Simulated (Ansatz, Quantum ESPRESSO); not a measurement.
# Conductance against width: vacuum gaps between two Al(111) faces, part 3 of 5

Wanted: T at the Fermi level along a series, and its decay constant, for vacuum gaps between two Al(111) faces.

Quantum ESPRESSO 7.5; plane-wave DFT, PBE, GBRV ultrasoft pseudopotentials; cross-check by Ansatz 0.2.0 with PAW datasets.

So far. Step 2 (Self-consistent run, 5 Å): The run needed 31 iterations to bring the estimated error under 1e-07 Ry; the largest force on any atom, held or free, is 0.15 eV/Å.

## (4) Cross-check with Ansatz, 5 Å

As a check, the same structure is run in Ansatz.

Level of this step: plane-wave DFT, PBE, Ansatz PAW (Ansatz 0.2.0).

Contents of input.yaml:

```yaml
crystal:
  lattice:
    - [2.856711396, 0.0, 0.0]
    - [1.428355698, 2.4739846402, 0.0]
    - [0.0, 0.0, 44.6524164879]
  atoms:
    - { symbol: Al, position: [0.0, 0.0, 0.0] }
    - { symbol: Al, position: [0.333333333, 0.333333333, 0.0522367046] }
    - { symbol: Al, position: [0.666666667, 0.666666667, 0.1044734091] }
    - { symbol: Al, position: [0.0, 0.0, 0.1567101136] }
    - { symbol: Al, position: [0.333333333, 0.333333333, 0.2089468182] }
    - { symbol: Al, position: [0.666666667, 0.666666667, 0.2611835228] }
    - { symbol: Al, position: [0.0, 0.0, 0.3134202273] }
    - { symbol: Al, position: [0.333333333, 0.333333333, 0.3656569318] }
    - { symbol: Al, position: [0.666666667, 0.666666667, 0.4178936364] }
    - { symbol: Al, position: [0.0, 0.0, 0.5298696591] }
    - { symbol: Al, position: [0.333333333, 0.333333333, 0.5821063636] }
    - { symbol: Al, position: [0.666666667, 0.666666667, 0.6343430682] }
    - { symbol: Al, position: [0.0, 0.0, 0.6865797727] }
    - { symbol: Al, position: [0.333333333, 0.333333333, 0.7388164772] }
    - { symbol: Al, position: [0.666666667, 0.666666667, 0.7910531818] }
    - { symbol: Al, position: [0.0, 0.0, 0.8432898864] }
    - { symbol: Al, position: [0.333333333, 0.333333333, 0.8955265909] }
    - { symbol: Al, position: [0.666666667, 0.666666667, 0.9477632954] }
kpoints:
  mp_grid: { grid: [10, 10, 1] }
hamiltonian:
  xc: pbe
scf:
  occupations: { method: fermi_dirac, width: 0.1 }
  convergence: { dr2_threshold: 1.0e-08 }
output:
  transmission: { leads: [[0, 3]], e_range: [-0.4, 0.4], de: 0.4, kmesh: [8, 8] }
  write_potential: true
  write_density: true
  volumetric_format: npy
```

The run is started by

```bash
> ansatz run input.yaml --threads 4 --pin off --max-ram 8192MiB --backend cpu --events-out ev --progress --plain --runs-dir out
```

Output:

```text
Engine: ansatz 0.2.0, aarch64-unknown-linux-gnu
Pseudopotentials: kind: paw
Pseudopotential: Al, paw, valence charge 3, recommended cutoff 420 eV (normal), Al.paw.azcp
Functional definition: PBE
  parameter kappa = 0.804
  parameter beta = 0.066725
  exchange = pbe_x(kappa = kappa, mu = beta*pi^2/3)
  correlation = pbe_c(beta = beta)
Crystal: 18 atoms, lattice volume = 315.579 Å³
Basis set: ecut = 420 eV, 6197 PW (Γ)
Bands: 45, of which v1, the nominal top of the filled ones, is band 27 counted from 1 (26 counted from 0)
Symmetry: 12 space group operations
Space group: P-3m1 (ITA 164), of the structure as read, at distance tolerance 6.8e-5 Å
k-points: 14 of 100
Non-local potential: Al, projectors of the file, l = 0: 2, l = 1: 2, l = 2: 1
PAW form: soft (Blöchl's): semilocal exchange-correlation on the pseudo side does not see the compensation charge
PAW one-centre angular grid: Al, 110 points (default); XC on 64 Gauss nodes
Initial density: superposition of atomic densities (neutral atoms: chi_scale 0, normalization atom), corrected by the library's trained network
Initial wavefunctions: pseudopotential atomic-orbital guess
Functional: x = pbe(κ = 0.804, μ = 0.219515), c = pbe(β = 0.066725)
SCF iter   1: F=—  HF=-9674.397305 eV  |F-HF|=—  |Δ(HF+E_count)|=         —  Δρ=1.03e-3  dr2=1.99e-1  ethr=1.77e-3  ⟨swp⟩=8.6  Hψ=3414  notcnv=0  defer=12
preconditioner: auto → LDOS  [metal: Δε(μ)=0.020 eV  Ē_g=7.230 eV  σ=0.100 eV  W_gap=0.05  n_scr=28 (ndim 8)  ℏωp=15.4 eV  f_vac=0.011  D(μ)=8.23/eV (n_scr^D=30)  β→1.0]
SCF iter   2: F=—  HF=-9674.396450 eV  |F-HF|=—  |Δ(HF+E_count)|=   8.55e-4  Δρ=2.49e-4  dr2=6.43e-4  ethr=3.68e-4  ⟨swp⟩=1.6  Hψ=751  notcnv=0  defer=13
preconditioner: auto → Kerker (q_TF=auto, 2.033 Å⁻¹)  [metal: Δε(μ)=0.018 eV  Ē_g=7.228 eV  σ=0.100 eV  W_gap=0.05  n_scr=28 (ndim 8)  ℏωp=15.4 eV  f_vac=0.009  D(μ)=8.31/eV (n_scr^D=30)  β→0.5]
SCF iter   3: F=—  HF=-9674.396397 eV  |F-HF|=—  |Δ(HF+E_count)|=   5.32e-5  Δρ=1.04e-4  dr2=1.85e-4  ethr=1.19e-6  ⟨swp⟩=2.3  Hψ=989  notcnv=0  defer=13
SCF iter   4: F=—  HF=-9674.396413 eV  |F-HF|=—  |Δ(HF+E_count)|=   1.55e-5  Δρ=4.61e-5  dr2=1.05e-4  ethr=3.42e-7  ⟨swp⟩=1.4  Hψ=590  notcnv=0  defer=13
SCF iter   5: F=—  HF=-9674.396423 eV  |F-HF|=—  |Δ(HF+E_count)|=   1.08e-5  Δρ=1.76e-5  dr2=5.98e-5  ethr=1.94e-7  ⟨swp⟩=1.3  Hψ=572  notcnv=0  defer=13
SCF iter   6: F=—  HF=-9674.396422 eV  |F-HF|=—  |Δ(HF+E_count)|=   1.93e-6  Δρ=6.69e-6  dr2=4.77e-6  ethr=1.11e-7  ⟨swp⟩=1.5  Hψ=581  notcnv=0  defer=13
SCF iter   7: F=—  HF=-9674.396410 eV  |F-HF|=—  |Δ(HF+E_count)|=   1.17e-5  Δρ=3.27e-6  dr2=2.80e-7  ethr=8.84e-9  ⟨swp⟩=2.0  Hψ=651  notcnv=0  defer=13
SCF iter   8: F=-9674.396410 eV  HF=-9674.396410 eV  |F-HF|=7.78e-9  |Δ(HF+E_count)|=   2.46e-8  Δρ=5.48e-7  dr2=9.69e-9  ethr=1.85e-11  ⟨swp⟩=16.9  Hψ=3489  notcnv=0
SCF 1 converged in 8 iterations: F = -9674.396410 eV  dr2 = 9.69e-9
  greatest PAW one-centre occupation: 0.464 electrons in one spin orbital (limit 2), on the Al atom at site 9 (counted from 0), in its partial waves of l = 0
transmission: 63 of 560 steps passed
transmission: 117 of 560 steps passed
[...]
transmission: 560 of 560 steps passed
SCF converged after 8 iterations
Free energy (F): -9674.396410 eV
Harris-Foulkes:  -9674.396410 eV  (|F-HF|=7.78e-9)
Internal energy: -9674.125002 eV  (E = F + TS)
E sigma→0 (E₀):  -9674.260706 eV
Entropy (-TS):   -0.271408 eV (-15.078 meV/atom)
Fermi energy:    7.333434 eV
--- Per-component energies (eV) ---
  E_band       = 156.055283
  E_kinetic    = 406.461480
  E_local      = -823.939761  (includes V_loc(G=0)·N_el)
  E_nonlocal   = 186.004099
  E_hartree    = 485.852434
  E_xc         = -713.100320
  E_vxc        = -518.425973  (∫ρ·V_xc dr)
  E_paw        = -8411.892961  (= ΣΔE_a)
  E_vpaw       = -65.750049  (= ΣTr[D̂ρ^β])
  E_aug_tail   = -0.000040  (compensation charges beyond the density's cutoff)
  E_ewald      = -803.509932
  E_smearing   = -0.271408  (= −TS)
  E_closure    = -0.000000  (closes the sum)
  Σ components = -9674.396410   (vs F -9674.396410, Δ=0.00e0)
--- Band table (eV; the first three rows and the last of 14) ---
  k-point 0: bands = [... 23 lower, 7.0328, 7.5871, 8.8097, 9.2338, 10.6879, 10.9531, 12.6555, 12.7850, ... 14 higher]
  k-point 1: bands = [... 23 lower, 7.2507, 7.8051, 9.0185, 9.4436, 10.8794, 11.1478, 12.8039, 12.9500, ... 14 higher]
  k-point 2: bands = [... 23 lower, 7.8761, 8.4230, 9.5342, 9.9725, 10.7378, 11.1813, 11.2340, 11.3058, ... 14 higher]
  k-point 13: bands = [... 23 lower, 5.4870, 5.5246, 5.6659, 5.6768, 5.8346, 5.8892, 5.8906, 6.0400, ... 14 higher]
--- Transmission ---
  basis      : 61 plane waves across, 56 finite elements along
  points     : 10, standing for a mesh of 8 x 8
  energies   : 3 from -0.400000 to 0.400000 eV about the Fermi level, 0.400000 eV apart; the leads are filled to 0.000000 eV, and channels, transmission and decay are at 0.000000 eV
  crystal 0  : Al3, at the sites [0, 3], period 6.9975 Å, over 41.98 Å; its Hamiltonian steps by up to 12.0 meV
    offset         : up to 0.0000 Å between an atom of the period and one for which it stands
    channels       : 1.140625e0 a spin
    conductance    : none, the energies end too early or step too widely for 300 K: set another output.transmission.e_range or a lower de, or, where they end at an eighth of basis.ecutwfc, a higher one
  junction   : crystal 0 to crystal 0, -0.47 to 37.19 Å
    transmission   : 6.843686e-2 a spin
    conductance    : none, the energies end too early or step too widely for 300 K: set another output.transmission.e_range or a lower de, or, where they end at an eighth of basis.ecutwfc, a higher one
```

Run time: 8.3 s. Hardware: 4 threads of Arm Neoverse V1, shared host; peak memory 0.72 GiB.

Numbers from this step:

- free energy: -9674.3964 eV
- energy at zero smearing: -9674.2607 eV
- smearing term TS: 0.2714 eV
- Fermi energy: 7.333 eV
- symmetry operations: 12
- transmission at the Fermi level, one spin: 0.06844
- step of the lead's Hamiltonian over a period: 12 meV

Per spin; mean over the k mesh across the current. Table of transmission, zone mean by energy, zero at the Fermi level:

| energy (eV) | transmission, zone mean |
| --- | --- |
| -0.400 | 0.0543 |
| 0.000 | 0.0684 |
| 0.400 | 0.129 |

Per spin; mean over the k mesh across the current. Table of open channels, zone mean by energy, zero at the Fermi level:

| energy (eV) | open channels, zone mean |
| --- | --- |
| -0.400 | 1.52 |
| 0.000 | 1.14 |
| 0.400 | 1.42 |

Ansatz finds T = 0.0684 against pwcond's 0.0752.

## (5) Ground state, 6 Å

Level of this step: plane-wave DFT, PBE, GBRV ultrasoft pseudopotentials (Quantum ESPRESSO 7.5).

Contents of j1.scf.in:

```
&control
  prefix = 'j1.scf'
  outdir = './out'
  pseudo_dir = './pseudo'
  calculation = 'scf'
  tprnfor = .true.
/
&system
  ibrav = 0
  nat = 18
  ntyp = 1
  ecutwfc = 40
  ecutrho = 200
  occupations = 'smearing'
  smearing = 'mv'
  degauss = 0.01
/
&electrons
  conv_thr = 1e-07
  mixing_beta = 0.25
  electron_maxstep = 120
  mixing_mode = 'local-TF'
/
ATOMIC_SPECIES
  Al  26.9815  al_pbe_v1.uspp.F.UPF
CELL_PARAMETERS angstrom
  2.85671139599365 0.00000000000000 0.00000000000000
  1.42835569799683 2.47398464021101 0.00000000000000
  0.00000000000000 0.00000000000000 45.65241648794350
ATOMIC_POSITIONS crystal
  Al  0.000000000000 0.000000000000 0.000000000000
  Al  0.333333333000 0.333333333000 0.051092478054
  Al  0.666666667000 0.666666667000 0.102184956108
  Al  0.000000000000 0.000000000000 0.153277434162
  Al  0.333333333000 0.333333333000 0.204369912216
  Al  0.666666667000 0.666666667000 0.255462390270
  Al  0.000000000000 0.000000000000 0.306554868324
  Al  0.333333333000 0.333333333000 0.357647346379
  Al  0.666666667000 0.666666667000 0.408739824433
  Al  0.000000000000 0.000000000000 0.540167697513
  Al  0.333333333000 0.333333333000 0.591260175567
  Al  0.666666667000 0.666666667000 0.642352653621
  Al  0.000000000000 0.000000000000 0.693445131676
  Al  0.333333333000 0.333333333000 0.744537609730
  Al  0.666666667000 0.666666667000 0.795630087784
  Al  0.000000000000 0.000000000000 0.846722565838
  Al  0.333333333000 0.333333333000 0.897815043892
  Al  0.666666667000 0.666666667000 0.948907521946
K_POINTS automatic
  10 10 1 0 0 0
```

The run is started by

```bash
> OMP_NUM_THREADS=1 mpirun -n 4 pw.x -nk 4 -in j1.scf.in > j1.scf.out
```

Output:

```text
[banner, memory and clock lines left out]
Program PWSCF v.7.5 starts
[...]
number of electrons       =        54.00
     number of Kohn-Sham states=           32
     kinetic-energy cutoff     =      40.0000  Ry
     charge density cutoff     =     200.0000  Ry
[...]
number of k points=    14  Marzari-Vanderbilt smearing, width (Ry)=  0.0100
[...]
Dense  grid:   103565 G-vectors     FFT dimensions: (  25,  25, 400)
[...]
Starting wfcs are   72 randomized atomic wfcs
     estimated scf accuracy    <       1.67559942 Ry
     estimated scf accuracy    <       1.31772791 Ry
     estimated scf accuracy    <       0.04762006 Ry
     estimated scf accuracy    <       0.28681367 Ry
     estimated scf accuracy    <       0.09051943 Ry
     estimated scf accuracy    <       0.03111511 Ry
     estimated scf accuracy    <       0.04949861 Ry
     estimated scf accuracy    <       0.04093028 Ry
     estimated scf accuracy    <       0.02266241 Ry
     estimated scf accuracy    <       0.00559571 Ry
     estimated scf accuracy    <       0.00328795 Ry
     estimated scf accuracy    <       0.00252669 Ry
     estimated scf accuracy    <       0.00116561 Ry
     estimated scf accuracy    <       0.00049109 Ry
     estimated scf accuracy    <       0.00093887 Ry
     estimated scf accuracy    <       0.00102703 Ry
     estimated scf accuracy    <       0.00103084 Ry
     estimated scf accuracy    <       0.00108052 Ry
     estimated scf accuracy    <       0.00096740 Ry
     estimated scf accuracy    <       0.00077347 Ry
     estimated scf accuracy    <       0.00022451 Ry
     estimated scf accuracy    <       0.00042958 Ry
     estimated scf accuracy    <       0.00008352 Ry
     estimated scf accuracy    <       0.00007696 Ry
     estimated scf accuracy    <       0.00009211 Ry
     estimated scf accuracy    <       0.00023157 Ry
     estimated scf accuracy    <       0.00009477 Ry
     estimated scf accuracy    <       0.00039950 Ry
     estimated scf accuracy    <       0.00021273 Ry
     estimated scf accuracy    <       0.00063032 Ry
     estimated scf accuracy    <       0.00044333 Ry
     estimated scf accuracy    <       0.00037922 Ry
     estimated scf accuracy    <       0.00002586 Ry
     estimated scf accuracy    <       0.00001330 Ry
     estimated scf accuracy    <       0.00000649 Ry
     estimated scf accuracy    <       0.00000055 Ry
     estimated scf accuracy    <       0.00000436 Ry
     estimated scf accuracy    <       0.00000211 Ry
     estimated scf accuracy    <       0.00000025 Ry
     estimated scf accuracy    <       0.00000059 Ry
     estimated scf accuracy    <       0.00000022 Ry
[...]
the Fermi energy is     7.1545 ev
!    total energy              =    -120.65680697 Ry
     estimated scf accuracy    <       0.00000009 Ry
     smearing contrib. (-TS)   =      -0.00078801 Ry
     internal energy E=F+TS    =    -120.65601896 Ry
[...]
one-electron contribution =     -82.31177007 Ry
     hartree contribution      =      66.29431300 Ry
     xc contribution           =     -77.12143776 Ry
     ewald contribution        =     -27.51712414 Ry
     convergence has been achieved in  42 iterations
[...]
Total force =     0.007746     Total SCF correction =     0.000549
[...]
```

It took 2.1 min on 4 MPI ranks; peak memory 0.63 GiB; 8.3 min of CPU time.

This step gave:

```
free energy  : -1641.6195 eV
Fermi energy : 7.154 eV
```

## (6) The open system, 6 Å

Contents of j1.cond.in:

```
&inputcond
  outdir = './out'
  prefixt = 'j1.scf'
  tran_file = 'j1.cond.dat'
  bdl = 2.4494897419
  bds = 15.9807590483
  ikind = 1
  ewind = 4.0
  epsproj = 1e-05
  nz1 = 7
  energy0 = 0.4
  denergy = -0.4
/
10
  0.00000000 0.00000000 0.01562500
  0.00000000 0.12500000 0.09375000
  0.00000000 0.25000000 0.09375000
  0.00000000 0.37500000 0.09375000
  0.00000000 0.50000000 0.04687500
  0.12500000 0.25000000 0.09375000
  0.12500000 0.37500000 0.18750000
  0.12500000 0.50000000 0.18750000
  0.25000000 0.50000000 0.09375000
  0.25000000 0.62500000 0.09375000
3
```

The run is started by

```bash
> OMP_NUM_THREADS=1 mpirun -n 4 pwcond.x -in j1.cond.in > j1.cond.out
```

Output:

```text
[banner, memory and clock lines left out]
Program PWCOND v.7.5 starts

     ./out/j1.scf.save/

     IMPORTANT: XC functional enforced from input :
     Exchange-correlation= PBE
                           (   1   4   3   4   0   0   0)
     Any further DFT definition will be discarded
     Please, verify this is what you really want

     Reading collected, re-writing distributed wavefunctions

===== INPUT FILE containing all the regions =====

     GEOMETRY:

     lattice parameter (alat)  =       5.3984  a.u.
     the volume                =    2177.3274 (a.u.)^3
[...]
---  E-Ef =   -0.4000000  k =    0.2500000   0.6250000
---  ie =          3  ik =         10
 Nchannels of the left tip =            1
 Right moving states:
   k1(2pi/a)   k2(2pi/a)   E-Ef (eV)
   0.0892413   0.0000016  -0.4000000
 Left moving states:
   k1(2pi/a)   k2(2pi/a)   E-Ef (eV)
  -0.0892410   0.0000016  -0.4000000

 to transmit
 Band j to band i transmissions and reflections:
    j         i     |T_ij|^2    |R_ij|^2

    1 -->     1     0.00032     0.99968
   Total T_j, R_j =    0.00032  0.99968

E-Ef(ev), T(x2 spins) =   -0.4000000   0.0006437
   T_tot     0.40000      0.41290E-01
   T_tot     0.00000      0.32200E-01
   T_tot    -0.40000      0.16773E-01
```

It took 29 s on 4 MPI ranks; peak memory 0.25 GiB; 1.9 min of CPU time.

Numbers from this step:

| Property | Result |
| --- | --- |
| transmission at the Fermi level, one spin | 0.01610 |
| conductance | 0.01610 G₀ |

Per spin; mean over the k mesh across the current. Transmission, zone mean against energy, zero at the Fermi level:

| energy (eV) | transmission, zone mean |
| --- | --- |
| -0.400 | 0.00839 |
| 0.000 | 0.0161 |
| 0.400 | 0.0206 |

T goes from 0.0752 to 0.0161, a factor of 4.7.

## (7) The same in Ansatz, 6 Å

Level of this step: plane-wave DFT, PBE, Ansatz PAW (Ansatz 0.2.0).

Contents of input.yaml:

```yaml
crystal:
  lattice:
    - [2.856711396, 0.0, 0.0]
    - [1.428355698, 2.4739846402, 0.0]
    - [0.0, 0.0, 45.6524164879]
  atoms:
    - { symbol: Al, position: [0.0, 0.0, 0.0] }
    - { symbol: Al, position: [0.333333333, 0.333333333, 0.0510924781] }
    - { symbol: Al, position: [0.666666667, 0.666666667, 0.1021849561] }
    - { symbol: Al, position: [0.0, 0.0, 0.1532774342] }
    - { symbol: Al, position: [0.333333333, 0.333333333, 0.2043699122] }
    - { symbol: Al, position: [0.666666667, 0.666666667, 0.2554623903] }
    - { symbol: Al, position: [0.0, 0.0, 0.3065548683] }
    - { symbol: Al, position: [0.333333333, 0.333333333, 0.3576473464] }
    - { symbol: Al, position: [0.666666667, 0.666666667, 0.4087398244] }
    - { symbol: Al, position: [0.0, 0.0, 0.5401676975] }
    - { symbol: Al, position: [0.333333333, 0.333333333, 0.5912601756] }
    - { symbol: Al, position: [0.666666667, 0.666666667, 0.6423526536] }
    - { symbol: Al, position: [0.0, 0.0, 0.6934451317] }
    - { symbol: Al, position: [0.333333333, 0.333333333, 0.7445376097] }
    - { symbol: Al, position: [0.666666667, 0.666666667, 0.7956300878] }
    - { symbol: Al, position: [0.0, 0.0, 0.8467225658] }
    - { symbol: Al, position: [0.333333333, 0.333333333, 0.8978150439] }
    - { symbol: Al, position: [0.666666667, 0.666666667, 0.9489075219] }
kpoints:
  mp_grid: { grid: [10, 10, 1] }
hamiltonian:
  xc: pbe
scf:
  occupations: { method: fermi_dirac, width: 0.1 }
  convergence: { dr2_threshold: 1.0e-08 }
output:
  transmission: { leads: [[0, 3]], e_range: [-0.4, 0.4], de: 0.4, kmesh: [8, 8] }
  write_potential: true
  write_density: true
  volumetric_format: npy
```

The run is started by

```bash
> ansatz run input.yaml --threads 4 --pin off --max-ram 8192MiB --backend cpu --events-out ev --progress --plain --runs-dir out
```

Output:

```text
[...]
Crystal: 18 atoms, lattice volume = 322.647 Å³
Basis set: ecut = 420 eV, 6345 PW (Γ)
Bands: 45, of which v1, the nominal top of the filled ones, is band 27 counted from 1 (26 counted from 0)
Symmetry: 12 space group operations
[...]
k-points: 14 of 100
[...]
k-point 13: bands = [... 23 lower, 5.2415, 5.2830, 5.4220, 5.4323, 5.5869, 5.6441, 5.6452, 5.7962, ... 14 higher]
--- Transmission ---
  basis      : 61 plane waves across, 57 finite elements along
  points     : 10, standing for a mesh of 8 x 8
[...]
channels       : 1.140625e0 a spin
[...]
junction   : crystal 0 to crystal 0, -0.47 to 38.19 Å
    transmission   : 1.110959e-2 a spin
[...]
[key lines of the parts left out:]
SCF converged after 6 iterations
Free energy (F): -9674.379453 eV
Fermi energy:    7.086275 eV
```

Run time: 8.9 s. Hardware: 4 threads; peak memory 0.76 GiB; 32 s of CPU time.

Read from the output:

```
free energy                                  : -9674.3795 eV
energy at zero smearing                      : -9674.2455 eV
smearing term TS                             : 0.2678 eV
Fermi energy                                 : 7.086 eV
transmission at the Fermi level, one spin    : 0.01111
step of the lead's Hamiltonian over a period : 12.4 meV
```

Per spin; mean over the k mesh across the current. Table of transmission, zone mean by energy, zero at the Fermi level:

| energy (eV) | transmission, zone mean |
| --- | --- |
| -0.400 | 0.00780 |
| 0.000 | 0.0111 |
| 0.400 | 0.0200 |

Ansatz finds T = 0.0111 against pwcond's 0.0161.

(Part 3 of 5 ends here.)

[Long decimals in the printed logs are rounded to 6 places.]

[Repeated lines of the later SCF iterations (solver, time, negative density, dipole) and banner, clock, host and MPI lines are left out of these logs without a mark at each place.]

[Logs are printed without paths, hosts, clocks, repeated set-up lines and the standing remarks that a program may print on its own settings, such as how far it seeks lower states.]

[Hosts, paths, dates, database ids (printed as entryN), source tags and the programs' standing remarks are cut or masked in the printed files.]

[Maps of the electrostatic potential energy from Ansatz leave out the sawtooth potential of an applied field or a dipole correction, so their vacuum need not be flat; planar profiles and work functions include it.]
